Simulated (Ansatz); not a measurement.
# Phonons of BMoPt in the AlB2 type

Question: is the lattice of BMoPt in the AlB2 type stable, and if so, what are its coupling constant and resistivity?

Method: DFT LDA, scalar-relativistic, plane waves, PAW; PAW set soft_1, in Ansatz 0.2.0.

Report form: the programs' logs are mostly left out.

The structure was built from a prototype and need not be the compound's stable phase.

### Step 1. Set-up

The structure is hexagonal, space group P-6m2 (No. 187). Conventional cell: a = 3.461 Å, b = 3.461 Å, c = 3.634 Å, α = 90.00°, β = 90.00°, γ = 120.00°. Nearest to Mo lie 6 Pt at 2.70 Å and 6 B at 2.70 Å. Nearest to B lie 3 Pt at 2.00 Å and 6 Mo at 2.70 Å. Nearest to Pt lie 3 B at 2.00 Å and 6 Mo at 2.70 Å. Farther neighbours are not listed.

### Step 2. Rough relaxation

Large forces or a large pressure at the start call for a first relaxation with loose thresholds.

input.yaml

```yaml
crystal:
  lattice:
    - [3.46065, 0.0, 0.0]
    - [-1.73032, 2.99701, 0.0]
    - [0.0, 0.0, 3.63368]
  atoms:
    - { symbol: Mo, position: [0.0, 0.0, 0.0] }
    - { symbol: B, position: [0.33333333, 0.66666667, 0.5] }
    - { symbol: Pt, position: [0.66666667, 0.33333333, 0.5] }
kpoints:
  mp_grid: { grid: [6, 6, 6] }
hamiltonian:
  xc: lda
  pseudopotentials: { kind: paw, azcp: { folder: soft_1 }, xc_functional: pbe }
scf:
  occupations: { method: gaussian, width: 0.1 }
output:
  forces: true
  stress: true
  eigenvalues: true
relax:
  adjacent_minimum: "off"
  f_tol: 0.05
  max_steps: 80
  cell: { stress_tol: 0.5 }
```

Started as:

```console
$ ansatz run input.yaml --threads 4 --pin off --max-ram 12288MiB --backend cpu --events-out ev --progress --plain --runs-dir out
```

Elapsed: 7.8 s, on 4 threads of Arm Neoverse V1, shared host; peak memory 0.35 GiB; 27 s of CPU time.

The steps of the relaxation:

```csv
step,energy less that of the first step (eV),largest force component (eV/Å),pressure (GPa),volume (Å³)
1,0.0000,0.0000,8.45,37.69
2,-0.0495,0.0000,-2.28,38.98
3,-0.0983,0.0000,-2.53,38.79
4,-0.1881,0.0000,-0.55,38.09
5,-0.2599,0.0000,-2.20,37.91
6,-0.2853,0.0000,1.26,37.06
7,-0.2886,0.0000,0.03,37.26
8,-0.2894,0.0000,-0.46,37.43
9,-0.2902,0.0000,-0.02,37.33
10*,-0.2931,0.0000,0.08,37.33
```

Relaxation steps marked * repeat the geometry before them on a plane-wave basis chosen anew for their cell, so energy and pressure can jump there.

The run keeps the 12 symmetry operations that it works with, so distortions that break them were not tested.

```csv
cell as run,before,after,change
a (Å),3.461,3.728,+7.7 %
b (Å),3.461,3.728,+7.7 %
c (Å),3.634,3.101,-14.7 %
volume (Å³/atom),12.56,12.44,-1.0 %
```

Final coordinates:

```cif
data_structure
_symmetry_space_group_name_H-M 'P 1'
_symmetry_Int_Tables_number 1
_cell_length_a 3.7283
_cell_length_b 3.7283
_cell_length_c 3.1006
_cell_angle_alpha 90.000
_cell_angle_beta 90.000
_cell_angle_gamma 120.000
_cell_volume 37.33
loop_
_atom_site_label
_atom_site_type_symbol
_atom_site_fract_x
_atom_site_fract_y
_atom_site_fract_z
_atom_site_occupancy
Mo1 Mo 0.00000 0.00000 0.00000 1
B2 B 0.33333 0.66667 0.50000 1
Pt3 Pt 0.66667 0.33333 0.50000 1
```

This step gave:

```yaml
pressure: 0.07723 GPa
volume_per_atom: 12.44 Å³/atom
metallic_on_mesh: yes
gap_on_the_k_mesh: 0 eV
```

The largest force is now zero by symmetry and the largest stress component 0.11 GPa.

### Step 3. Relaxation

The structure is brought to rest under this functional.

input.yaml, the sections that differ from step 2:

```yaml
crystal:
  lattice:
    - [3.7283062417, -3.11e-06, 0.0]
    - [-1.8641504275, 3.2288094734, 0.0]
    - [0.0, 0.0, 3.1006157303]
  atoms:
    - { symbol: Mo, position: [0.0, 0.0, 0.0] }
    - { symbol: B, position: [0.3333333333, 0.6666666667, 0.5] }
    - { symbol: Pt, position: [0.6666666667, 0.3333333333, 0.5] }
kpoints:
  mp_grid: { grid: [9, 9, 10] }
relax:
  adjacent_minimum: "off"
  f_tol: 0.005
  max_steps: 80
  cell: { stress_tol: 0.05 }
# hamiltonian, scf, output: as in step 2
```

Run time: 11 s. Hardware: 4 threads; peak memory 0.41 GiB; 40 s of CPU time.

Relaxation path:

```csv
step,energy less that of the first step (eV),largest force component (eV/Å),pressure (GPa),volume (Å³)
1,0.0000,0.0000,0.43,37.33
2,-0.0031,0.0000,0.70,37.22
3,-0.0028,0.0000,-1.48,37.44
4,-0.0037,0.0000,0.06,37.28
5,-0.0038,0.0000,-0.01,37.27
6,-0.0038,0.0000,-0.01,37.27
```

The log counts 1 steps on a newly chosen plane-wave basis, not all of them marked here; energy and pressure can jump at such steps. Relaxation step 3 was tried and not accepted.

```csv
"conventional cell, symmetrised",before,after,change
a (Å),3.728,3.753,+0.7 %
b (Å),3.728,3.753,+0.7 %
c (Å),3.101,3.055,-1.5 %
volume (Å³/atom),12.44,12.42,-0.1 %
```

Final coordinates:

```cif
data_structure
_symmetry_space_group_name_H-M 'P 1'
_symmetry_Int_Tables_number 1
_cell_length_a 3.7530
_cell_length_b 3.7530
_cell_length_c 3.0554
_cell_angle_alpha 90.000
_cell_angle_beta 90.000
_cell_angle_gamma 120.000
_cell_volume 37.27
loop_
_atom_site_label
_atom_site_type_symbol
_atom_site_fract_x
_atom_site_fract_y
_atom_site_fract_z
_atom_site_occupancy
Mo1 Mo 0.00000 0.00000 0.00000 1
B2 B 0.33333 0.66667 0.50000 1
Pt3 Pt 0.66667 0.33333 0.50000 1
```

Numbers from this step:

* pressure: -0.005669 GPa
* volume per atom: 12.42 Å³/atom

The largest force is now zero by symmetry and the largest stress component 0.027 GPa.

### Step 4. Tight relaxation

No force is left; the cell is relaxed once more with another smearing and tight thresholds.

input.yaml, the sections that differ from step 3:

```yaml
crystal:
  lattice:
    - [3.7530477671, -3.1306e-06, 0.0]
    - [-1.8765211723, 3.2502362732, 0.0]
    - [0.0, 0.0, 3.0553877203]
  atoms:
    - { symbol: Mo, position: [0.0, 0.0, 0.0] }
    - { symbol: B, position: [0.3333333333, 0.6666666667, 0.5] }
    - { symbol: Pt, position: [0.6666666667, 0.3333333333, 0.5] }
scf:
  occupations: { method: methfessel_paxton, width: 0.2 }
relax:
  adjacent_minimum: "off"
  f_tol: 0.001
  max_steps: 60
  cell: { stress_tol: 0.01 }
# kpoints, hamiltonian, output: as in step 3
```

Elapsed: 8.2 s, on 4 threads; peak memory 0.42 GiB.

The steps of the relaxation:

```csv
step,energy less that of the first step (eV),largest force component (eV/Å),pressure (GPa),volume (Å³)
1,0.0000,0.0000,-0.01,37.27
2,0.0000,0.0000,-0.14,37.30
3,-0.0001,0.0000,0.18,37.26
4,-0.0001,0.0000,0.00,37.28
5,-0.0001,0.0000,0.00,37.28
```

The log counts 1 steps on a newly chosen plane-wave basis, not all of them marked here; energy and pressure can jump at such steps. Relaxation step 3 was tried and not accepted.

```csv
"conventional cell, symmetrised",before,after,change
a (Å),3.753,3.750,-0.1 %
b (Å),3.753,3.750,-0.1 %
c (Å),3.055,3.061,+0.2 %
volume (Å³/atom),12.42,12.43,+0.0 %
```

Final coordinates:

```xyz
3
Lattice="3.7501 0.0000 0.0000 -1.8750 3.2477 0.0000 0.0000 0.0000 3.0612" Properties=species:S:1:pos:R:3 pbc="T T T"
Mo    0.0000    0.0000    0.0000
B     0.0000    2.1651    1.5306
Pt    1.8750    1.0826    1.5306
```

This step gave:

| Item | Value |
| --- | --- |
| pressure | -0.002559 GPa |
| volume per atom | 12.43 Å³/atom |

The largest force is now zero by symmetry and the largest stress component 0.0078 GPa, small enough for phonons.

### Step 5. Phonons by linear response: q 2×2×2, k 6×6×6

Couplings are defined for a stable lattice alone, so phonons come first.

input.yaml

```yaml
crystal:
  lattice:
    - [3.7500688177, -3.1282e-06, 0.0]
    - [-1.8750316998, 3.2476564261, 0.0]
    - [0.0, 0.0, 3.061223898]
  atoms:
    - { symbol: Mo, position: [0.0, 0.0, 0.0] }
    - { symbol: B, position: [0.3333333333, 0.6666666667, 0.5] }
    - { symbol: Pt, position: [0.6666666667, 0.3333333333, 0.5] }
kpoints:
  mp_grid: { grid: [6, 6, 6] }
hamiltonian:
  xc: lda
  pseudopotentials: { kind: paw, azcp: { folder: soft_1 }, xc_functional: pbe }
scf:
  occupations: { method: methfessel_paxton, width: 0.2 }
output:
  eigenvalues: true
phonons:
  method: dfpt
  qmesh: [2, 2, 2]
  temperatures: { t_max: 1000, t_step: 50 }
  qpath:
    path:
      - [[0.0, 0.0, 0.0], [0.5, 0.0, 0.0], [0.33333333, 0.33333333, 0.0], [0.0, 0.0, 0.0], [0.0, 0.0, 0.5], [0.5, 0.0, 0.5], [0.33333333, 0.33333333, 0.5], [0.0, 0.0, 0.5]]
      - [[0.5, 0.0, 0.5], [0.5, 0.0, 0.0]]
      - [[0.33333333, 0.33333333, 0.5], [0.33333333, 0.33333333, 0.0]]
    npoints: 10
```

The job ended after 51 s (4 threads; peak memory 0.55 GiB; 3.3 min of CPU time).

This step gave:

```
share of imaginary modes in the plain interpolation between solved wavevectors : 0.0699
highest frequency, solved or plainly interpolated                              : 543.6 cm⁻¹
```

Solved on the 2×2×2 mesh alone; all other wavevectors are interpolated. Phonon branches along the path, in cm⁻¹:

```csv
point,branch 1,branch 2,branch 3,branch 4,branch 5,branch 6,branch 7,branch 8,branch 9
Γ,0,0,0,149,218,244,244,513,513
halfway,33,58,107,139,195,231,242,519,526
M,47,90,127,152,166,213,240,528,540
halfway,63,102,127,147,156,200,250,529,542
K,80,123,128,134,140,192,255,530,544
halfway,41,67,117,138,187,224,245,521,530
Γ,0,0,0,149,218,244,244,513,513
halfway,74,83,83,188,208,227,227,507,507
A,35,134,134,200,200,218,222,501,501
halfway,-78,124,137,194,200,225,231,509,518
L,-111,105,139,178,187,237,254,517,535
halfway,-114,79,165,166,199,231,254,520,534
H,-117,62,157,186,204,223,254,523,534
halfway,-87,110,149,184,204,225,235,512,521
A,35,134,134,200,200,218,222,501,501
jump to L,-111,105,139,178,187,237,254,517,535
halfway,-63,91,120,160,205,221,240,522,537
M,47,90,127,152,166,213,240,528,540
jump to H,-117,62,157,186,204,223,254,523,534
halfway,-45,78,113,160,195,234,237,526,539
K,80,123,128,134,140,192,255,530,544
```

Lowest modes at the softest wavevector of the mesh. The modes at q = (0.500, 0.000, 0.500) (shares of kinetic energy by element, %) (negative means imaginary):

```csv
mode,frequency (cm⁻¹),Mo %,B %,Pt %
1,-110.7,39,0,61
2,104.7,54,0,46
3,139.2,0,5,95
4,177.9,4,92,4
5,187.3,100,0,0
6,237.1,46,0,53
```

Displacements in mode 1 (-110.7 cm⁻¹), the largest set to 1, in the home cell:
```
Mo1 -0.99 -0.57  0.00
B2   0.00  0.00  0.23
Pt3  0.00  0.00 -1.00
```

Displacements in mode 3 (139.2 cm⁻¹), the largest set to 1, in the home cell:
```
Mo1  0.00  0.00  0.00
B2   0.56 -0.98  0.00
Pt3  0.58 -1.00  0.00
```

Among the solved wavevectors the lowest mode, translations apart, is -111 cm⁻¹, imaginary.

### Step 6. Phonons by linear response: q 3×3×2, k 6×6×8

An imaginary mode on so few k-points may come from the sampling, so the phonons are repeated with another q and k mesh.

Edit input.yaml of step 5 so:

```diff
@@ -10,3 +10,3 @@
 kpoints:
-  mp_grid: { grid: [6, 6, 6] }
+  mp_grid: { grid: [6, 6, 8] }
 hamiltonian:
@@ -20,3 +20,3 @@
   method: dfpt
-  qmesh: [2, 2, 2]
+  qmesh: [3, 3, 2]
   temperatures: { t_max: 1000, t_step: 50 }
```

Run time: 2.2 min. Hardware: 4 threads; peak memory 0.68 GiB; 8.5 min of CPU time.

Numbers from this step:

```yaml
share_of_imaginary_modes_in_the_plain_interpolation_between_solved_wavevectors: 0.0868
highest_frequency_solved_or_plainly_interpolated: 547.4 cm⁻¹
```

Solved on the 3×3×2 mesh alone; all other wavevectors are interpolated. Phonon branches along the path, in cm⁻¹:

```csv
point,branch 1,branch 2,branch 3,branch 4,branch 5,branch 6,branch 7,branch 8,branch 9
Γ,0,0,0,122,195,228,228,508,508
halfway,25,53,102,109,180,228,236,512,523
M,47,76,95,154,156,210,235,523,538
halfway,60,83,103,144,146,196,247,521,543
K,81,99,111,126,129,186,252,521,547
halfway,29,52,104,119,174,221,242,513,528
Γ,0,0,0,122,195,228,228,508,508
halfway,44,85,85,162,191,216,216,503,503
A,-89,133,133,197,197,197,213,498,498
halfway,-139,109,132,164,186,222,227,502,515
L,-155,85,128,130,182,236,250,508,534
halfway,-155,63,116,157,198,229,252,514,534
H,-155,48,106,177,209,220,254,520,533
halfway,-146,95,142,154,190,222,232,506,518
A,-89,133,133,197,197,197,213,498,498
jump to L,-155,85,128,130,182,236,250,508,534
halfway,-102,86,89,127,205,216,239,515,536
M,47,76,95,154,156,210,235,523,538
jump to H,-155,48,106,177,209,220,254,520,533
halfway,-95,61,83,144,190,234,236,520,540
K,81,99,111,126,129,186,252,521,547
```

Lowest modes at the softest wavevector of the mesh. The modes at q = (0.333, 0.333, 0.500) (shares of kinetic energy by element, %) (negative means imaginary):

```csv
mode,frequency (cm⁻¹),Mo %,B %,Pt %
1,-155.0,36,0,64
2,48.2,44,2,54
3,106.3,24,76,0
4,177.1,0,0,100
5,209.3,76,24,0
6,220.5,56,3,41
```

Displacements in mode 1 (-155.0 cm⁻¹), the largest set to 1, in the home cell (x, y, z of the real part, then of the imaginary part):
```
Mo1 -0.66 -0.38  0.00 -0.38  0.66  0.00
B2   0.00  0.00  0.00  0.00  0.00  0.00
Pt3  0.00  0.00 -1.00  0.00  0.00  0.00
```

Displacements in mode 6 (220.5 cm⁻¹), the largest set to 1, in the home cell (x, y, z of the real part, then of the imaginary part):
```
Mo1  0.00  0.00  1.00  0.00  0.00  0.00
B2   0.00  0.48  0.00  0.48  0.00  0.00
Pt3 -0.37 -0.21  0.00  0.21 -0.37  0.00
```

Phonopy on the run's constants, 17x17x19 mesh, Gaussian sigma 5.3 cm⁻¹. Modes against wavenumber; read off at these points; values in 1/cm⁻¹/cell:

```csv
wavenumber (cm⁻¹),B,Mo,Pt
-150.0,4.3e-4,0.00349,0.00646
-125.0,5.3e-4,0.00225,0.00478
-100.0,3.9e-4,0.00131,0.00310
-75.0,2.5e-4,0.00122,0.00252
-50.0,2.0e-4,9.6e-4,0.00167
-25.0,1.9e-4,0.00111,0.00151
0.0,3.4e-5,2.0e-4,3.3e-4
25.0,2.5e-4,0.00158,0.00254
50.0,0.00106,0.00574,0.00725
75.0,0.00206,0.00805,0.0109
100.0,0.00994,0.00812,0.0125
125.0,0.0134,0.00642,0.0181
150.0,0.00810,0.00519,0.0103
175.0,0.00404,0.00816,0.00478
200.0,0.00170,0.0210,0.00615
225.0,0.00110,0.0349,0.0194
230.0,0.00108,0.0352,0.0202
250.0,2.4e-4,0.0117,0.00765
275.0,0,0,0
300.0,0,0,0
325.0,0,0,0
350.0,0,0,0
375.0,0,0,0
400.0,0,0,0
425.0,0,0,0
450.0,0,0,0
475.0,0,0,0
500.0,0.0202,1.2e-5,8.9e-4
513.2,0.0609,5.0e-5,0.0016
525.0,0.0401,3.5e-5,0.00145
550.0,0.00339,6.5e-7,1.8e-4
```

No LO-TO term; unit eigenvectors of the mass-weighted matrix. The modes at Γ (shares of kinetic energy by element, %):

```csv
mode,frequency (cm⁻¹),symmetry,Mo %,B %,Pt %
1,0.0,unnamed,32,4,65
2,0.0,unnamed,32,4,65
3,0.0,unnamed,32,4,65
4,121.8,A2'',33,63,5
5,195.2,A2'',36,34,31
6,227.5,E',68,3,29
7,227.5,E',68,3,29
8,508.2,E',0,93,6
9,508.2,E',0,93,6
```

Displacements in mode 4 (121.8 cm⁻¹), the largest set to 1:
```
Mo1  0.00  0.00 -0.24
B2   0.00  0.00  1.00
Pt3  0.00  0.00  0.06
```

Displacements in mode 7 (227.5 cm⁻¹), the largest set to 1:
```
Mo1  0.08  1.00  0.00
B2  -0.05 -0.63  0.00
Pt3 -0.04 -0.46  0.00
```

Among the solved wavevectors the lowest mode, translations apart, is -155 cm⁻¹, imaginary.

### Step 7. Phonons: Fermi–Dirac smearing of 0.3 eV

The phonons are repeated on the same meshes with a wide Fermi–Dirac smearing, to see whether the soft mode comes from sharp features of the Fermi surface.

Edit input.yaml of step 6 so:

```diff
@@ -15,3 +15,3 @@
 scf:
-  occupations: { method: methfessel_paxton, width: 0.2 }
+  occupations: { method: fermi_dirac, width: 0.3 }
 output:
```

It took 2.4 min on 4 threads; peak memory 0.69 GiB.

This step gave:

| Item | Value |
| --- | --- |
| share of imaginary modes in the plain interpolation between solved wavevectors | 0.0854 |
| highest frequency, solved or plainly interpolated | 542.0 cm⁻¹ |

Solved on the 3×3×2 mesh alone; all other wavevectors are interpolated. Phonon branches along the path, in cm⁻¹:

```csv
point,branch 1,branch 2,branch 3,branch 4,branch 5,branch 6,branch 7,branch 8,branch 9
Γ,0,0,0,136,198,220,220,501,501
halfway,-5,60,100,106,180,220,230,504,515
M,19,69,89,142,156,209,234,513,530
halfway,40,80,99,134,146,196,245,511,536
K,61,97,111,121,127,188,251,510,542
halfway,11,60,99,115,174,213,236,504,520
Γ,0,0,0,136,198,220,220,501,501
halfway,64,87,87,147,181,212,212,500,500
A,-63,135,135,170,185,196,196,499,499
halfway,-106,100,134,137,184,210,224,505,514
L,-130,78,109,134,179,227,246,512,531
halfway,-129,51,92,159,193,222,248,514,533
H,-127,25,75,179,203,215,251,516,536
halfway,-113,86,128,144,186,212,228,508,518
A,-63,135,135,170,185,196,196,499,499
jump to L,-130,78,109,134,179,227,246,512,531
halfway,-85,81,81,119,197,215,235,512,530
M,19,69,89,142,156,209,234,513,530
jump to H,-127,25,75,179,203,215,251,516,536
halfway,-65,51,62,135,186,231,235,513,539
K,61,97,111,121,127,188,251,510,542
```

Lowest modes at the softest wavevector of the mesh. Modes at q = (-0.333, -0.333, 0.500), with each element's share of the kinetic energy (negative means imaginary):

```csv
mode,frequency (cm⁻¹),Mo %,B %,Pt %
1,-127.3,37,0,63
2,25.0,52,1,47
3,75.3,20,80,0
4,178.6,0,0,100
5,202.6,80,20,0
6,214.6,48,3,49
```

Displacements in mode 1 (-127.3 cm⁻¹), the largest set to 1, in the home cell (x, y, z of the real part, then of the imaginary part):
```
Mo1  0.67  0.38  0.00 -0.38  0.67  0.00
B2   0.00  0.00  0.00  0.00  0.00  0.00
Pt3  0.00  0.00  1.00  0.00  0.00  0.00
```

Displacements in mode 6 (214.6 cm⁻¹), the largest set to 1, in the home cell (x, y, z of the real part, then of the imaginary part):
```
Mo1  0.00  0.00  1.00  0.00  0.00  0.00
B2   0.00  0.50  0.00 -0.50  0.00  0.00
Pt3 -0.43 -0.25  0.00 -0.25  0.43  0.00
```

Among the solved wavevectors the lowest mode, translations apart, is -127 cm⁻¹, imaginary.

### Step 8. What came out

| Quantity | Value |
| --- | --- |
| phonon run of the rows without a label of their own | LDA, q 3×3×2, k 6×6×8 |
| softest mode on the q mesh | -155 cm⁻¹ at q = (0.333, 0.333, 0.5) |
| highest frequency, solved or plainly interpolated | 547 cm⁻¹ |

The lattice is dynamically unstable at this level: a mode at q = (0.333, 0.333, 0.5) is imaginary, 155i cm⁻¹, so no harmonic coupling constant or resistivity is defined for this structure. These meshes are coarse, and single modes of a metal can move by tens of cm⁻¹ with the k mesh. The coarser mesh found an imaginary mode at another wavevector, which this mesh lacks. Spin–orbit coupling, left out here, matters for Pt. The phonon runs are not spin-polarised. The PAW files were made for PBE; under other functionals the run regenerates their frozen core. The structure was built by hand as an ordered model, and its stability against other phases was not tested.

[Logs are printed without paths, hosts, clocks, repeated set-up lines and the standing remarks that a program may print on its own settings, such as how far it seeks lower states.]

[Hosts, paths, dates, database ids (printed as entryN), source tags and the programs' standing remarks are cut or masked in the printed files.]
